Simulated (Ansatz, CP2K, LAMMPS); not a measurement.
# Aqueous K+ and Br-, 5.4 mol of salt per kg of water at 360 K (131 atoms) in CP2K

Aim: run aqueous K+ and Br-, 5.4 mol of salt per kg of water at 360 K (131 atoms) in CP2K and see how near its forces come to a plane-wave reference, and at what cost.

Method: the method is named at each step, in CP2K 2026.2.

### Step 1. The starting structure

The cell holds 131 atoms: 41 O, 82 H, 4 K and 4 Br. Cell: a = 11.335 Å, b = 11.335 Å, c = 11.335 Å, α = 90.0°, β = 90.0°, γ = 90.0°. 41 H2O, 4 K+, 4 Br- placed at random, at 1.39 g/cm³; overlaps pushed apart, then 10 ps at 420 K with Joung-Cheatham ions (J. Phys. Chem. B 112, 9020 (2008)); SPC/E water (Berendsen, Grigera and Straatsma, J. Phys. Chem. 91, 6269 (1987)); charges of ions scaled by 0.85. Snapshot after 20 ps at 360 K and fixed volume.

The yardstick, on the same geometry:

| Item | Value |
| --- | --- |
| method | Kohn-Sham DFT, PBE, PAW, plane waves (Ansatz 0.2.0); cutoff 420 eV, Γ point, fermi-dirac smearing of 0.05 eV; PAW set soft_2 |
| r.m.s. force component | 0.5288 eV/Å |
| longest force | 1.553 eV/Å |
| pressure | -2.037 GPa |
| gap (highest filled to lowest empty level) | 3.165 eV |
| SCF cycles | 9 |
| time | 15 s on 4 threads of Arm Neoverse V2, shared host |
| CPU time | 57 s |

### Step 2. PBE, DZVP-UZH, 600/50 Ry, OT DIIS

Method: Kohn-Sham DFT, PBE, GTH-PBE pseudopotentials, Gaussian and plane waves, DZVP-MOLOPT (UZH set), orbital transformation.

Contents of input.inp:

```
&GLOBAL
  PROJECT cell
  RUN_TYPE ENERGY_FORCE
  PRINT_LEVEL LOW
&END GLOBAL
&FORCE_EVAL
  METHOD QS
  STRESS_TENSOR ANALYTICAL
  &DFT
    BASIS_SET_FILE_NAME BASIS_MOLOPT_UZH
    POTENTIAL_FILE_NAME POTENTIAL_UZH
    &MGRID
      CUTOFF 600
      REL_CUTOFF 50
      NGRIDS 5
    &END MGRID
    &QS
      EPS_DEFAULT 1.0E-12
    &END QS
    &SCF
      SCF_GUESS ATOMIC
      EPS_SCF 1.0E-06
      MAX_SCF 30
      &OT
        MINIMIZER DIIS
        PRECONDITIONER FULL_ALL
        ENERGY_GAP 0.001
      &END OT
      &OUTER_SCF
        EPS_SCF 1.0E-06
        MAX_SCF 8
      &END OUTER_SCF
      &PRINT
        &RESTART OFF
        &END RESTART
      &END PRINT
    &END SCF
    &XC
      &XC_FUNCTIONAL PBE
      &END XC_FUNCTIONAL
    &END XC
    &PRINT
      &MULLIKEN ON
      &END MULLIKEN
      &HIRSHFELD ON
        SHAPE_FUNCTION DENSITY
      &END HIRSHFELD
      &MO_CUBES
        NHOMO 1
        NLUMO 4
        WRITE_CUBE F
      &END MO_CUBES
    &END PRINT
  &END DFT
  &SUBSYS
    &CELL
      A 11.33480 0.00000 0.00000
      B 0.00000 11.33480 0.00000
      C 0.00000 0.00000 11.33480
    &END CELL
    &TOPOLOGY
      COORD_FILE_NAME structure.xyz
      COORD_FILE_FORMAT XYZ
    &END TOPOLOGY
    &KIND O
      BASIS_SET DZVP-MOLOPT-PBE-GTH-q6
      POTENTIAL GTH-PBE-q6
    &END KIND
    &KIND H
      BASIS_SET DZVP-MOLOPT-PBE-GTH-q1
      POTENTIAL GTH-PBE-q1
    &END KIND
    &KIND K
      BASIS_SET DZVP-MOLOPT-PBE-GTH-q9
      POTENTIAL GTH-PBE-q9
    &END KIND
    &KIND Br
      BASIS_SET DZVP-MOLOPT-PBE-GTH-q7
      POTENTIAL GTH-PBE-q7
    &END KIND
  &END SUBSYS
  &PRINT
    &FORCES ON
    &END FORCES
    &STRESS_TENSOR ON
    &END STRESS_TENSOR
  &END PRINT
&END FORCE_EVAL
```

Contents of structure.xyz:

```xyz
131

O 5.10984 7.77341 9.71970
H 5.80126 7.41897 10.34924
H 5.06847 7.19102 8.90779
O 9.59967 7.60803 9.57870
H 10.01520 6.69853 9.57326
H 9.71381 8.03207 8.68019
O 11.31700 0.22534 2.19838
H 10.51518 0.32622 1.60943
H 11.10232 10.93616 2.94977
O 5.18839 8.68506 1.44949
H 6.13825 8.59529 1.14992
H 4.63922 7.95714 1.03895
O 1.21146 5.95938 8.68869
H 0.89568 6.86549 8.97036
H 1.86650 6.05278 7.93889
O 4.06273 1.01140 9.47079
H 4.92814 1.06660 9.96884
H 3.31158 1.27052 10.07800
O 2.38632 6.14142 6.29127
H 1.56250 6.54437 5.89240
H 3.19086 6.64095 5.97004
O 8.95393 8.14779 2.51973
H 9.82546 7.77579 2.83891
H 8.70320 8.93726 3.08001
O 2.62231 4.62517 10.44252
H 2.07506 3.78990 10.49546
H 2.05013 5.37859 10.11846
O 6.62247 3.24697 2.30686
H 7.30641 3.95324 2.48958
H 6.01561 3.55244 1.57327
O 9.75439 9.82330 7.87825
H 8.96991 9.70168 7.27025
H 9.72764 10.73972 8.27769
O 11.08260 7.11021 5.00567
H 0.17796 8.01053 4.93789
H 10.31932 7.15328 5.65028
O 8.99858 0.64008 0.68031
H 8.67124 0.55779 11.07387
H 8.24278 0.46881 1.31234
O 4.53891 1.61147 1.35258
H 4.50819 2.46351 0.82982
H 4.89550 1.79521 2.26855
O 3.61580 3.69390 4.54151
H 3.33787 4.13233 5.39616
H 3.38967 4.29090 3.77177
O 3.25989 9.76833 10.63669
H 3.62272 10.65301 10.34380
H 3.80158 9.03406 10.22750
O 7.16620 9.25464 6.67042
H 6.68685 8.38027 6.59323
H 7.40831 9.58369 5.75774
O 0.89885 9.12723 8.50246
H 1.75621 9.28229 8.01166
H 0.13273 9.18810 7.86272
O 7.13560 5.81045 10.27908
H 7.43404 5.19950 9.54572
[... 71 atom lines left out ...]
Br 8.09985 3.89588 7.62401
Br 7.82475 10.99238 3.94020
Br 1.42716 9.75042 5.14045
Br 10.49557 4.07101 10.95202
```

On the command line:

```console
$ OMP_NUM_THREADS=1 mpirun -np 4 cp2k.psmp -i input.inp > output.txt
```

Numbers of over 12 decimals in the logs are rounded to 6 here.

What it wrote:

```text
CP2K| version string:                                       CP2K version 2026.2
 CP2K| Input file name                                                 input.inp
 GLOBAL| Basis set file name                                    BASIS_MOLOPT_UZH
 GLOBAL| Potential file name                                       POTENTIAL_UZH
 GLOBAL| Run type                                                   ENERGY_FORCE
 GLOBAL| Total number of message passing processes                             4
 GLOBAL| Number of threads for this process                                    1
 TOTAL NUMBERS AND MAXIMUM NUMBERS
  Total number of            - Atomic kinds:                                   4
                             - Atoms:                                        131
                             - Shell sets:                                   131
                             - Shells:                                       495
                             - Primitive Cartesian functions:                655
                             - Cartesian basis functions:                   1100
                             - Spherical basis functions:                   1051
  Maximum angular momentum of- Orbital basis functions:                        2
                             - Local part of the GTH pseudopotential:          2
                             - Non-local part of the GTH pseudopotential:      4
 SCF PARAMETERS         Density guess:                                    ATOMIC
                        max_scf:                                              30
                        eps_scf:                                        1.00E-06
                        Outer loop SCF in use
                        eps_scf                                         1.00E-06
                        max_scf                                                8
 Extrapolation method: initial_guess
 Number of electrons:                                                        392
[... lines left out ...]
  Step     Update method      Time    Convergence         Total energy    Change
[... lines left out ...]
  Total energy:                                              -873.595761
[... lines left out ...]
                                         using   7 DIIS vectors
                                         safer DIIS on
  Preconditioner : FULL_ALL            : diagonalization, state selective
  Precond_solver : DEFAULT
  stepsize       :    0.15000000                  energy_gap     :    0.00100000
  eps_taylor     :   0.10000E-15                  max_taylor     :             4
  ----------------------------------- OT ---------------------------------------
  Step     Update method      Time    Convergence         Total energy    Change
[...]
4 OT DIIS     0.15E+00    4.0     0.00000123      -873.5968663266 -2.39E-06
     5 OT DIIS     0.15E+00    4.1     0.00000050      -873.5968663430 -1.64E-08
  *** SCF run converged in     5 steps ***
  Electronic density on regular grids:       -392.0000000000       -0.0000000000
  Core density on regular grids:              391.9999999998       -0.0000000002
  Total charge density on r-space grids:       -0.0000000002
  Total charge density g-space grids:          -0.0000000002
  Overlap energy of the core charge distribution:               5.95951e-07
  Self energy of the core charge distribution:              -2170.622214
  Core Hamiltonian energy:                                    609.862665
  Hartree energy:                                             888.424864
  Exchange-correlation energy:                               -201.262181
  Total energy:                                              -873.596866
  outer SCF iter =    2 RMS gradient =   0.50E-06 energy =       -873.5968663430
  outer SCF loop converged in   2 iterations or   35 steps
 !-----------------------------------------------------------------------------!
                     Mulliken Population Analysis
 #  Atom  Element  Kind  Atomic population                           Net charge
       1     O        1          6.601650                             -0.601650
       2     H        2          0.702570                              0.297430
       3     H        2          0.687084                              0.312916
[...]
130     Br       4          7.645613                             -0.645613
     131     Br       4          7.660825                             -0.660825
 # Total charge                            392.000000                 -0.000000
 !-----------------------------------------------------------------------------!
 !-----------------------------------------------------------------------------!
                           Hirshfeld Charges
  #Atom  Element  Kind  Ref Charge     Population                    Net charge
      1       O      1       6.000          6.237                        -0.237
      2       H      2       1.000          0.876                         0.124
      3       H      2       1.000          0.868                         0.132
[...]
130       Br     4       7.000          7.258                        -0.258
    131       Br     4       7.000          7.339                        -0.339
  Total Charge                                                           -0.000
 !-----------------------------------------------------------------------------!
  Eigenvalues of the occupied subspace spin            1
      -1.12290571     -1.10806943     -1.10691401     -1.07821586
      -0.78605369     -0.78229606     -0.78044484     -0.77936450
      -0.77896651     -0.77588898     -0.77577665     -0.77267841
[...]
-0.04892826     -0.04746089     -0.04421205     -0.03669981
 Fermi Energy [eV] :   -0.998653
  Using OT eigensolver for additional unoccupied orbitals spin            1
  Lowest Eigenvalues of the unoccupied subspace spin            1
 OT| Eigensolver reached convergence in 289 iterations
       0.07862612      0.13287715      0.13478542      0.13985110
 HOMO - LUMO gap [eV] :    3.138178
 ENERGY| Total FORCE_EVAL ( QS ) energy [hartree]           -873.596866
 FORCES| Atomic forces [hartree/bohr]
 FORCES|   Atom     x               y               z               |f|
 FORCES|      1 -3.03493910E-03 -4.08285004E-03  2.79962595E-03   5.80675686E-03
 FORCES|      2 -7.65868449E-03 -6.11925019E-03 -2.05011336E-02   2.27243735E-02
 FORCES|      3  8.17209927E-03  1.19572910E-02  1.94654005E-02   2.42623542E-02
[...]
FORCES|    130  8.27901227E-04  9.56527624E-03 -3.18261583E-03   1.01147898E-02
 FORCES|    131 -4.98547841E-04  6.35795678E-04  4.04979076E-04   9.03766643E-04
 FORCES| Sum    -5.71184990E-03 -1.06677130E-03 -4.27641350E-03
 FORCES| Total atomic force                                       7.21463393E-03
 STRESS| Analytical stress tensor [bar]
 STRESS|                        x                   y                   z
 STRESS|      x       -8.69950904406E+03  -8.53078938471E+02  -5.13582192039E+03
 STRESS|      y       -8.53078938471E+02  -1.47690387212E+04  -1.24254879724E+03
 STRESS|      z       -5.13582192039E+03  -1.24254879724E+03  -1.52918905167E+04
 STRESS| 1/3 Trace                                            -1.29201460940E+04
```

Run time: 2.6 min. Hardware: 4 MPI ranks of Arm Neoverse V2, shared host; peak memory 3.5 GiB; 10 min of CPU time.

Banners, paths, timers and routine set-up lines are dropped from the logs unmarked, and long logs keep their key lines alone; longer cuts are marked.

Numbers from this run, and their distance from the reference:

- r.m.s. force component: 0.4563 eV/Å
- r.m.s. difference of force components: 124.5 meV/Å
- longest difference of force vectors: 319.5 meV/Å
- force difference over r.m.s. force: 23.54 %
- slope of forces against the reference's: 0.8446
- correlation of force components: 0.9788
- gap (highest filled to lowest empty level): 3.138 eV
- gap difference: -0.0264 eV
- pressure: -1.292 GPa
- pressure difference: 0.7449 GPa

Length of the force difference by element (eV/Å):

```csv
element,atoms,mean,most
Br,4,0.022,0.034
H,82,0.21,0.24
K,4,0.040,0.067
O,41,0.25,0.32
```

A closer look about K125, one of the 4 K atoms: 12 atoms, nearest first, numbered in the order of the input, with positions taken from that point.

```csv
atom,x,y,z,distance (Å),bonds,Hirshfeld charge (e),Fx,Fy,Fz (eV/Å)
K125,0.00,0.00,0.00,0.00,8,0.32,0.26,0.10,-0.19
H29,-2.14,1.35,-0.29,2.55,1,0.11,-1.19,0.08,-0.20
H8,1.07,-2.28,-1.17,2.77,1,0.11,0.26,-0.54,0.08
H39,-1.20,-2.14,-1.47,2.86,1,0.13,0.43,-0.13,-0.90
H95,2.01,2.06,0.37,2.90,1,0.13,-0.02,0.80,1.17
O37,-0.45,-1.96,-2.10,2.91,3,-0.25,-0.59,-0.19,0.64
O28,-2.82,0.64,-0.47,2.94,4,-0.28,0.64,0.13,0.32
O100,-1.09,2.64,0.70,2.94,3,-0.24,0.19,0.09,0.36
H83,-0.24,-1.48,2.63,3.03,1,0.11,0.17,0.41,0.41
O82,0.24,-0.66,2.95,3.03,4,-0.27,-0.08,-0.15,-0.56
O7,1.87,-2.38,-0.58,3.08,4,-0.24,-0.15,-0.12,0.84
O94,2.10,1.88,1.35,3.13,3,-0.27,-0.25,-0.82,-0.34
```

Forces lie 24 % from the reference's, at 11 times its CPU time.

### Step 3. GFN1-xTB, OT DIIS

Method: GFN1-xTB tight binding (the program's own implementation), orbital transformation.

Contents of input.inp:

```
&GLOBAL
  PROJECT cell
  RUN_TYPE ENERGY_FORCE
  PRINT_LEVEL LOW
&END GLOBAL
&FORCE_EVAL
  METHOD QS
  STRESS_TENSOR ANALYTICAL
  &DFT
    &QS
      METHOD XTB
      &XTB
        GFN_TYPE 1
        DO_EWALD T
        CHECK_ATOMIC_CHARGES F
      &END XTB
    &END QS
    &SCF
      SCF_GUESS ATOMIC
      EPS_SCF 1.0E-06
      MAX_SCF 30
      &OT
        MINIMIZER DIIS
        PRECONDITIONER FULL_SINGLE_INVERSE
      &END OT
      &OUTER_SCF
        EPS_SCF 1.0E-06
        MAX_SCF 8
      &END OUTER_SCF
      &PRINT
        &RESTART OFF
        &END RESTART
      &END PRINT
    &END SCF
    &PRINT
      &MULLIKEN ON
      &END MULLIKEN
      &MO_CUBES
        NHOMO 1
        NLUMO 4
        WRITE_CUBE F
      &END MO_CUBES
    &END PRINT
  &END DFT
  &SUBSYS
    &CELL
      A 11.33480 0.00000 0.00000
      B 0.00000 11.33480 0.00000
      C 0.00000 0.00000 11.33480
    &END CELL
    &COORD
      O 5.10984 7.77341 9.71970
      H 5.80126 7.41897 10.34924
      H 5.06847 7.19102 8.90779
      O 9.59967 7.60803 9.57870
      H 10.01520 6.69853 9.57326
      H 9.71381 8.03207 8.68019
      O 11.31700 0.22534 2.19838
      H 10.51518 0.32622 1.60943
      H 11.10232 10.93616 2.94977
      O 5.18839 8.68506 1.44949
      H 6.13825 8.59529 1.14992
      H 4.63922 7.95714 1.03895
      O 1.21146 5.95938 8.68869
      H 0.89568 6.86549 8.97036
      H 1.86650 6.05278 7.93889
      O 4.06273 1.01140 9.47079
      H 4.92814 1.06660 9.96884
      H 3.31158 1.27052 10.07800
      O 2.38632 6.14142 6.29127
      H 1.56250 6.54437 5.89240
[... 107 atom lines left out ...]
      Br 8.09985 3.89588 7.62401
      Br 7.82475 10.99238 3.94020
      Br 1.42716 9.75042 5.14045
      Br 10.49557 4.07101 10.95202
    &END COORD
  &END SUBSYS
  &PRINT
    &FORCES ON
    &END FORCES
    &STRESS_TENSOR ON
    &END STRESS_TENSOR
  &END PRINT
&END FORCE_EVAL
```

On the command line:

```console
$ OMP_NUM_THREADS=1 cp2k.psmp -i input.inp > output.txt
```

What it wrote:

```text
CP2K| version string:                                       CP2K version 2026.2
 CP2K| Input file name                                                 input.inp
 GLOBAL| Basis set file name                                           BASIS_SET
 GLOBAL| Potential file name                                           POTENTIAL
[... lines left out ...]
 Number of electrons:                                                        360
[... lines left out ...]
  Step     Update method      Time    Convergence         Total energy    Change
[... lines left out ...]
  *** SCF run converged in    17 steps ***
[... lines left out ...]
  Total energy:                                              -254.512198
[... lines left out ...]
  outer SCF loop converged in   1 iterations or   17 steps
[... lines left out ...]
 Fermi Energy [eV] :   -6.316497
 ENERGY| Total FORCE_EVAL ( QS ) energy [hartree]           -254.512198
[... lines left out ...]
 FORCES|      1  1.11572222E-02 -1.95470634E-02 -5.94741106E-04   2.25149953E-02
 FORCES|      2 -1.40433960E-02  3.54153616E-03 -2.30873278E-02   2.72540667E-02
 FORCES|      3  6.27038070E-03  1.72352197E-02  2.53777408E-02   3.13113430E-02
[...]
FORCES|    130 -2.61091993E-03  7.44887957E-03  1.55886318E-03   8.04566742E-03
 FORCES|    131  1.02031703E-02  9.32030066E-03  5.63218091E-03   1.49229404E-02
 FORCES| Sum    -7.63972219E-15 -9.55485691E-15  2.50841015E-15
 FORCES| Total atomic force                                       1.24881050E-14
 STRESS| Analytical stress tensor [bar]
 STRESS|                        x                   y                   z
 STRESS|      x       -5.37091868248E+04  -1.47482260599E+03  -7.14796579948E+03
 STRESS|      y       -1.47482260599E+03  -6.28239664401E+04  -2.69273596787E+03
 STRESS|      z       -7.14796579948E+03  -2.69273596787E+03  -6.02612333783E+04
 STRESS| 1/3 Trace                                            -5.89314622144E+04
```

Elapsed: 4.8 s, on 1 thread; peak memory 0.44 GiB.

Compared with the plane-wave run:

* r.m.s. force component: 0.6894 eV/Å
* r.m.s. difference of force components: 339.4 meV/Å
* longest difference of force vectors: 1023 meV/Å
* force difference over r.m.s. force: 64.18 %
* slope of forces against the reference's: 1.144
* correlation of force components: 0.8774
* pressure: -5.893 GPa
* pressure difference: -3.856 GPa

Against the first run (24 %), the force difference from the reference is 64 %, at 0.0077 times the CPU time (on 1 against 4 cores) (17 SCF steps against 35); the model has changed, so this is no error of the program alone.

(Part 1 of 2 ends here.)

[Also dropped from logs without a mark: logging warnings of Python, and SIESTA's first energy breakdown and zero terms.]

[Logs are printed without paths, hosts, clocks, repeated set-up lines and the standing remarks that a program may print on its own settings, such as how far it seeks lower states.]

[Hosts, paths, dates, database ids (printed as entryN), source tags and the programs' standing remarks are cut or masked in the printed files.]
